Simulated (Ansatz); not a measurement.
# Ta2CF2 MXene monolayer in a perpendicular field

What dipole does a perpendicular field induce in the Ta2CF2 MXene monolayer? A positive field points along +c.

Program: Ansatz 0.2.0. Level of theory: plane-wave DFT, PBE-D3(BJ), Ansatz PAW (set soft_1); PAW set soft_1. Results are calculated unless marked as measured.

Most raw output is cut from this account.

## 1. Set-up

The cell holds 5 atoms: 2 F, 2 Ta and 1 C. Its edges and angles: a = 3.226 Å, b = 3.226 Å, c = 39.986 Å, α = 90.0°, β = 90.0°, γ = 120.0°. Vacuum lies along c.

## 2. Relaxing the slab

The starting cell is a guess, so the in-plane lattice and the atoms are relaxed first, with the slab cut off from its images along the normal.

The input, input.yaml:

```yaml
crystal:
  lattice:
    - [3.22608, 0.0, 0.0]
    - [-1.61304, 2.7938672346, 0.0]
    - [0.0, 0.0, 39.9857500326]
  atoms:
    - { symbol: F, position: [0.3333333333, 0.6666666667, 0.4439081419] }
    - { symbol: Ta, position: [0.6666666667, 0.3333333333, 0.4681655285] }
    - { symbol: C, position: [0.0, 0.0, 0.5] }
    - { symbol: Ta, position: [0.3333333333, 0.6666666667, 0.5318344715] }
    - { symbol: F, position: [0.6666666667, 0.3333333333, 0.5560918581] }
  periodic: [true, true, false]
kpoints:
  mp_grid: { grid: [12, 12, 1] }
hamiltonian:
  xc: pbe
  dispersion: d3bj
  pseudopotentials: { kind: paw, azcp: { folder: soft_1 } }
scf:
  occupations: { method: fermi_dirac, width: 0.05 }
  convergence: { dr2_threshold: 1.0e-09 }
relax:
  f_tol: 0.004
  max_steps: 90
  cell: {}
output:
  write_potential: true
  write_density: true
  volumetric_format: npy
```

Run with:

```bash
> ansatz run input.yaml --threads 2 --pin off --max-ram 3072MiB --backend cpu --events-out ev --progress --plain --runs-dir out
```

It took 72 s on 2 threads of Arm Neoverse V1, shared host; peak memory 0.66 GiB; 2.4 min of CPU time.

The steps of the relaxation:

```
step  energy less that of the first step (eV)  largest force component (eV/Å)  volume (Å³)
   1                                   0.0000                          7.7663       360.40
   2                                  -2.4572                          1.8325       360.36
   3                                  -2.7314                          1.1309       350.09
   4                                  -2.7535                          0.3340       351.76
   5                                  -2.7588                          0.0109       350.76
   6                                  -2.7588                          0.0205       350.81
   7                                  -2.7588                          0.0001       350.85
  8*                                  -2.7563                          0.0004       350.85
   9                                  -2.7563                          0.0012       350.71
 10*                                  -2.7563                          0.0012       350.71
```

Relaxation steps marked * repeat the geometry before them on a plane-wave basis chosen anew for their cell, so energy and pressure can jump there.

The run keeps the 12 symmetry operations that it works with, so distortions that break them were not tested.

```
cell as run  before  after  change
      a (Å)   3.226  3.182  -1.4 %
      b (Å)   3.226  3.182  -1.4 %
```

The atoms that moved most (Å, along periodic axes as changes of fractional coordinates times the final cell, across vacuum about the mean position):

```
atom     dx     dy      dz  length
  F5  0.000  0.000   0.258   0.258
  F1  0.000  0.000  -0.258   0.258
 Ta4  0.000  0.000  -0.179   0.179
 Ta2  0.000  0.000   0.179   0.179
```

The relaxed structure:

```xyz
5
Lattice="3.1824 0.0000 0.0000 -1.5912 2.7561 0.0000 0.0000 0.0000 39.9858" Properties=species:S:1:pos:R:3
F     0.0000    1.8374   17.4921
Ta    1.5912    0.9187   18.8988
C     0.0000    0.0000   19.9929
Ta    0.0000    1.8374   21.0869
F     1.5912    0.9187   22.4936
```

This step gave:

```
energy at zero smearing : -21737.4894 eV
```

The lattice constant a goes from 3.226 to 3.182 Å.

## 3. Atoms held, field 0

A sawtooth potential applies the field, turning back in the middle of the vacuum. With the dipole correction the typed value is the field outside the slab. The induced dipole is small, so the SCF threshold is tight.

The cell differs from the one that the last finished run ended in (c 39.986 → 23.002 Å).

The input, input.yaml:

```yaml
crystal:
  lattice:
    - [3.1824185361, 0.0, 0.0]
    - [-1.5912092681, 2.7560552978, 0.0]
    - [0.0, 0.0, 23.0015490724]
  atoms:
    - { symbol: F, position: [0.3333333333, 0.6666666667, 0.3912779949] }
    - { symbol: Ta, position: [0.6666666667, 0.3333333333, 0.452436819] }
    - { symbol: C, position: [0.0, 0.0, 0.5] }
    - { symbol: Ta, position: [0.3333333333, 0.6666666667, 0.547563181] }
    - { symbol: F, position: [0.6666666667, 0.3333333333, 0.6087220051] }
kpoints:
  mp_grid: { grid: [18, 18, 1] }
  band_path:
    path: [[0, 0, 0], [0.5, 0, 0], [0.33333333, 0.33333333, 0], [0, 0, 0]]
    npoints: 16
hamiltonian:
  xc: pbe
  dispersion: d3bj
  pseudopotentials: { kind: paw, azcp: { folder: soft_1 } }
scf:
  occupations: { method: fermi_dirac, width: 0.02585 }
  convergence: { dr2_threshold: 1.0e-10 }
efield:
  axis: 3
  dipole_correction: true
  ramp_position: 0.97
  ramp_width: 0.06
  amplitude: 0
output:
  dos: { projected: true, e_range: [-6, 5] }
  write_potential: true
  write_density: true
  volumetric_format: npy
  elf: true
```

The job ended after 20 s (2 threads; peak memory 0.53 GiB).

Numbers from this step:

```yaml
energy_at_zero_smearing: -21737.4804 eV
work_function_upper_face: 3.821 eV
dipole_along_the_normal: 4.15e-6 e·Å
```

Running mean over a fixed 2.7 Å (it still follows the layers) of the planar mean; the ramp of the sawtooth is left out. The electron's electrostatic potential energy less the Fermi level by z:

```
z (Å)  electron's electrostatic potential energy less the Fermi level (eV)
  3.5                                                                 3.82
  4.0                                                                 3.82
  4.5                                                                 3.82
  5.0                                                                 3.82
  5.5                                                                 3.82
  6.0                                                                 3.82
  6.5                                                                 3.80
  7.0                                                                 3.66
  7.5                                                                 2.61
  8.0                                                                0.679
  8.5                                                                -1.58
  9.0                                                                -5.14
  9.5                                                                -8.85
 10.0                                                                -11.4
 10.5                                                                -12.6
 11.0                                                                -13.9
 11.5                                                                -14.9
 12.0                                                                -13.9
 12.5                                                                -12.6
 13.0                                                                -11.4
 13.5                                                                -8.86
 14.0                                                                -5.16
 14.5                                                                -1.59
 15.0                                                                0.673
 15.5                                                                 2.60
 16.0                                                                 3.65
 16.5                                                                 3.80
 17.0                                                                 3.82
 17.5                                                                 3.82
 18.0                                                                 3.82
 18.5                                                                 3.82
 19.0                                                                 3.82
 19.5                                                                 3.82
```

The density of states has structure finer than the step of the table below, so its rows give means over 0.2 eV, whole bins alone (the curve runs from -6 to 1.03 eV). Peaks (eV: height): -5.81: 6.12, -5.72: 7.02, -5.28: 7.89, -5.12: 7.05, -2.50: 2.25, -0.60: 2.31, 0.78: 3.73.

Table of density of states by energy, zero at the Fermi level; means over each step:

```
energy (eV)  density of states (states/eV a cell)
       -5.8                                  4.12
       -5.6                                  3.54
       -5.4                                  4.64
       -5.2                                  6.26
       -5.0                                  1.55
       -4.8                                     0
       -4.6                                     0
       -4.4                                     0
       -4.2                                     0
       -4.0                                 0.308
       -3.8                                 0.675
       -3.6                                 0.721
       -3.4                                 0.795
       -3.2                                 0.852
       -3.0                                 0.933
       -2.8                                  1.04
       -2.6                                  1.40
       -2.4                                  1.21
       -2.2                                 0.899
       -2.0                                 0.518
       -1.8                                 0.389
       -1.6                                  1.32
       -1.4                                  1.68
       -1.2                                  1.04
       -1.0                                 0.865
       -0.8                                 0.984
       -0.6                                  1.36
       -0.4                                  1.37
       -0.2                                  1.16
        0.0                                  1.02
        0.2                                 0.996
        0.4                                 0.931
        0.6                                 0.967
        0.8                                  3.11
```

Projected DOS per atom over height of the atomic layer and energy from the Fermi level. Layers: F Ta C Ta F from below.

Ten even steps from '_' (0.00 states/eV) to '@' (2.97 states/eV), each cell a mean:
```
__--__--__
__..__..__
__..__..__
__..__..__
__::__::__
__..__..__
__..__..__
__::__::__
__..__..__
__________
__..__..__
__..__..__
__..__..__
__..__..__
__..__..__
__________
__________
__________
__________
__--@@--__
..::++::..
..::++::..
```
Columns: height of the atomic layer (Å) from 9 to 14.0 (not evenly spaced); rows upwards: energy from the Fermi level (eV) from -5.96 to 0.97.

The electronic bands at the labelled points (eV, zero at the Fermi level):

```
  point  band 19  band 20  band 21  band 22  band 23  band 24  band 25  band 26
      Γ    -5.18    -5.18    -1.73    -1.73    -0.61     0.60     1.33     1.33
halfway    -5.65    -5.25    -3.09    -0.42    -0.30     0.78     1.43     1.75
      M    -5.07    -5.04    -4.05     1.55     1.69     1.81     2.10     2.76
halfway    -5.79    -5.08    -2.91     0.14     0.90     1.86     2.10     2.75
      K    -6.18    -5.10    -1.17    -0.65    -0.65     1.99     2.12     2.12
halfway    -5.69    -5.52    -2.44    -1.70     0.84     1.25     1.46     1.77
      Γ    -5.18    -5.18    -1.73    -1.73    -0.61     0.60     1.33     1.33
```

ELF in the ca plane at fractional y = 0.333, with atoms of Ta and F within 0.2 Å of it. It is the smooth field of the valence electrons, not physical close to the nuclei.

Ten even steps from '0' (0.00) to '9' (0.80), each cell a mean:
```
00000000000000000001112675344311378752000000
00000000000000000000027868534312899984100000
00000000000000000000038617723313887995100000
00000000000000000000027978534312799984100000
00000000000000000012212564354321268742000000
00000000000000000135531124674333111100000000
00000000000000000136642236774344100000000000
00000000000000000124421123664232112210000000
```
Columns run along c (16.0 Å, from fractional 0.07 to 0.77 of the cell), rows up along a (3.2 Å). Atoms in or near the plane, at fractional coordinates: Ta at (0.45, 0.67), F at (0.61, 0.67).

Valence density in the ca plane at fractional y = 0.333, with atoms of Ta and F within 0.2 Å of it. It is the smooth field of the valence electrons, not physical close to the nuclei.

Ten steps, logarithmic in the rise over the least value, from '0' (0 e/Å³) to '9' (12 e/Å³), each cell a mean:
```
00000000000000000000123565333222344310000000
00000000000000000000125777532222578630000000
00000000000000000000136777632212699841000000
00000000000000000000125777532222478630000000
00000000000000000001123454333322233210000000
00000000000000000001222223333443211000000000
00000000000000000012322223344443210000000000
00000000000000000001222233333333211100000000
```
Columns run along c (16.0 Å, from fractional 0.07 to 0.77 of the cell), rows up along a (3.2 Å). Atoms in or near the plane, at fractional coordinates: Ta at (0.45, 0.67), F at (0.61, 0.67).

Electrostatic potential energy in the ca plane at fractional y = 0.333, with atoms of Ta and F within 0.2 Å of it. With pseudopotentials it is smooth inside the atoms' cores, unlike the true potential.

Values in eV, 5 rows by 16 columns, each cell a mean:
```
  6   6   6   6   6   6   5  -1 -28 -21  -1  -3 -12   5   6   6
  6   6   6   6   6   6   5  -4 -40 -33   0  -5 -40   2   6   6
  6   6   6   6   6   6   5  -1 -29 -21  -2  -3 -14   5   6   6
  6   6   6   6   6   6   5   2  -4  -3  -8 -10   2   5   6   6
  6   6   6   6   6   6   5   2  -3  -3  -8 -10   2   5   6   6
```
Columns run along c (16.0 Å, from fractional 0.07 to 0.77 of the cell; values clipped at the 3rd and 97th percentile), rows up along a (3.2 Å). Atoms in or near the plane, at fractional coordinates: Ta at (0.45, 0.67), F at (0.61, 0.67).

The work function of the upper face is 3.82 eV.

## 4. Atoms held, field 0.1 V/Å

Changes to input.yaml since step 3:

```diff
@@ -26,7 +26,6 @@
   dipole_correction: true
-  ramp_position: 0.97
-  ramp_width: 0.06
-  amplitude: 0
+  ramp_position: 0.9248
+  ramp_width: 0.1504
+  amplitude: 0.1
 output:
-  dos: { projected: true, e_range: [-6, 5] }
   write_potential: true
@@ -34,2 +33 @@
   volumetric_format: npy
-  elf: true
```

Run time: 20 s. Hardware: 2 threads; peak memory 0.5 GiB; 40 s of CPU time.

The dipole is 0.0257 e·Å.

## 5. Single point, field -0.1 V/Å

Changes to input.yaml since step 4:

```diff
@@ -28,3 +28,3 @@
   ramp_width: 0.1504
-  amplitude: 0.1
+  amplitude: -0.1
 output:
```

It took 20 s on 2 threads; peak memory 0.5 GiB.

The dipole is -0.0257 e·Å.

## 6. Response, atoms held

This step: plane-wave DFT, PBE-D3(BJ), Ansatz PAW (set soft_1); response to a field along the normal, atoms held; PAW set soft_1 (Ansatz 0.2.0).

The dipoles give the slope, and the difference of two potentials shows where the field is screened.

This step gave:

```yaml
equivalent_conductor_thickness_p_eps_0ae: 5.306 Å
distance_between_the_outer_atoms: 5.002 Å
```

The dipole of the cell by applied field:

```
applied field (V/Å)  dipole of the cell (e·Å)
            -0.1000                   -0.0257
             0.0000                    4.2e-6
             0.1000                    0.0257
```

Local field over the applied field, running mean. From the potentials at -0.1 and 0.1 V/Å; running mean over 2.5 Å. Table of local field over applied field by z:

z (Å), local field over applied field and a bar:
```
      4.5       1.00 ##############################
      5.0       1.00 ##############################
      5.5       1.00 ##############################
      6.0       1.00 ##############################
      6.5       0.98 ##############################
      7.0       0.95 #############################
      7.5       0.87 ##########################
      8.0       0.75 ######################
      8.5       0.60 ##################
      9.0       0.45 #############
      9.5       0.30 #########
     10.0       0.18 #####
     10.5       0.09 ##
     11.0       0.03 #
     11.5       0.01 
     12.0       0.03 #
     12.5       0.09 ##
     13.0       0.18 #####
     13.5       0.30 #########
     14.0       0.45 #############
     14.5       0.60 ##################
     15.0       0.75 ######################
     15.5       0.87 ##########################
     16.0       0.95 ############################
     16.5       0.98 ##############################
     17.0       1.00 ##############################
     17.5       1.00 ##############################
     18.0       1.00 ##############################
     18.5       1.00 ##############################
```

The induced electron density oscillates, so the rows of the table below give means over windows of 0.5 Å about each position, cut where the curve ends. Its maxima inside the range that stand out by 2 % of the span (Å: e/Å³ per V/Å): 8.48: 0.00319, 9.20: 0.00203, 10.21: 0.00141, 13.37: -6.2e-4, 14.09: -0.00140. Its minima: 8.91: 0.00140, 9.63: 6.2e-4, 12.79: -0.00141, 13.80: -0.00203, 14.52: -0.00319.

Electrons, planar mean, per unit field. Induced electron density against z; means over each step:

```
z (Å)  induced electron density (e/Å³ per V/Å)
  4.5                                   4.0e-7
  5.0                                   1.3e-6
  5.5                                   4.4e-6
  6.0                                   1.6e-5
  6.5                                   5.9e-5
  7.0                                   2.2e-4
  7.5                                   7.2e-4
  8.0                                  0.00204
  8.5                                  0.00279
  9.0                                  0.00173
  9.5                                   9.7e-4
 10.0                                  0.00119
 10.5                                  0.00111
 11.0                                   6.9e-4
 11.5                                   1.6e-6
 12.0                                  -6.9e-4
 12.5                                 -0.00111
 13.0                                 -0.00119
 13.5                                  -9.7e-4
 14.0                                 -0.00173
 14.5                                 -0.00279
 15.0                                 -0.00204
 15.5                                  -7.2e-4
 16.0                                  -2.2e-4
 16.5                                  -5.9e-5
 17.0                                  -1.7e-5
 17.5                                  -4.5e-6
 18.0                                  -1.3e-6
 18.5                                  -4.0e-7
```

By hand: between -0.1 and 0.1 V/Å the dipole changes by 0.05144 e·Å, a slope of 0.2572 e·Å²/V. A perfect conductor of thickness t has p = ε₀AEt, so t = 180.95 × 0.2572 / 8.771 = 5.31 Å (e/ε₀ = 180.95 V·Å, A in Å²).

The induced dipole is that of a conductor 5.31 Å thick.

## 7. Results

```yaml
gap_without_field: none
work_function_upper_face: 3.82 eV
equivalent_conductor_thickness_atoms_held: 5.31 Å
```

The induced dipole equals that of a perfect conductor 5.31 Å thick, while the outer atoms lie 5.00 Å apart. There is no gap over 0.03 eV, with or without the field. The main runs have no spin polarisation; a magnetic state could lie lower and would change these results. Spin-orbit coupling is left out, which matters for the bands of elements this heavy. The MXene's terminations sit over the metal atoms of its far layer; the site over carbon or nitrogen, which some compounds prefer, was not run.

[Logs are printed without paths, hosts, clocks, repeated set-up lines and the standing remarks that a program may print on its own settings, such as how far it seeks lower states.]

[Hosts, paths, dates, database ids (printed as entryN), source tags and the programs' standing remarks are cut or masked in the printed files.]

[Maps of the electrostatic potential energy from Ansatz leave out the sawtooth potential of an applied field or a dipole correction, so their vacuum need not be flat; planar profiles and work functions include it.]

[The density of states shown here was stored with 400 of the rows of the run's finer table, so its peaks can read low, often by over a quarter, or be missed, and its means over a window can be off by a tenth or more.]
